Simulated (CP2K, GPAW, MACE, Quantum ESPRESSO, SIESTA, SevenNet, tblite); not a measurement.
# Predicting plane-wave site energies from GPAW dzp, PBE: a vacancy of Ge in amorphous Ge at 5.05 g/cm^3 (72 atoms)

Density of this cell: 5.05 g/cm³. The cell holds 72 atoms: 72 Ge. Cell: a = 11.980 Å, b = 11.980 Å, c = 11.980 Å, α = 90.0°, β = 90.0°, γ = 90.0°. 72 atoms (72 Ge) placed at random at 5.05 g/cm³, melted at 3500 K for 10 ps at fixed volume with the Tersoff potential (Tersoff, Phys. Rev. B 39, 5566 (1989)). Quenched from 3500 K to 300 K at 20 K/ps and fixed volume, annealed at 800 K for 20 ps, held 5 ps, then minimised at fixed cell. Then the atoms were relaxed with MACE MP-0b3 medium in the fixed cell.

Calculated with Quantum ESPRESSO 7.5: PBE; plane waves, SSSP efficiency, 45/360 Ry; k-points Γ. The cheaper level is PBE; dzp orbitals, PAW, h 0.18 Å; k-points Γ. Each row is one cell with a vacancy of Ge, relaxed with MACE MP-0b3 medium; both levels solve the same cells, and energies are counted from site Ge10 at each level.

| energy from GPAW dzp, PBE (eV) | energy from plane waves (eV) | site |
| --- | --- | --- |
| 0.000 | 0 | Ge10 |
| 0.388 | 0.2429 | Ge69 |
| 0.501 | ? | ? |
| 0.528 | 0.3084 | Ge8 |
| 0.808 | 0.8299 | Ge58 |

**Question.** Fit a straight line to the rows given and interpolate to the withheld row.

**Working.**

Take u as the energy from GPAW dzp, PBE and v as that from plane waves.

| u (eV) | v (eV) |
| --- | --- |
| 0 | 0 |
| 0.388465 | 0.242944 |
| 0.527771 | 0.308375 |
| 0.808079 | 0.829909 |

With n = 4: mean u = 0.431079, mean v = 0.345307, Σ(u − ū)² = 0.33912, Σ(u − ū)(v − v̄) = 0.33234. Slope b = 0.33234 / 0.33912 = 0.98000; intercept a = v̄ − b ū = -0.077150.

At the withheld site u = 0.5015, and v = a + b u.

Prediction at 0.501: 0.4143 eV. The run gave 0.2204 eV, so the fit is high by 0.19 eV (88 % of the value).

The slope of 0.98 says that GPAW dzp, PBE spreads the sites about as widely as plane waves do. Taken as it stands, without the line, its value misses the withheld site by 0.28 eV. Among the rows given, the largest miss of the fit is at 0.528, by 0.13 eV (16 % of the range of the table).

Limits: Few sites, one cell. The geometries are those of MACE MP-0b3 medium, not of DFT.

[Hosts, paths, dates, database ids (printed as entryN), source tags and the programs' standing remarks are cut or masked in the printed files.]
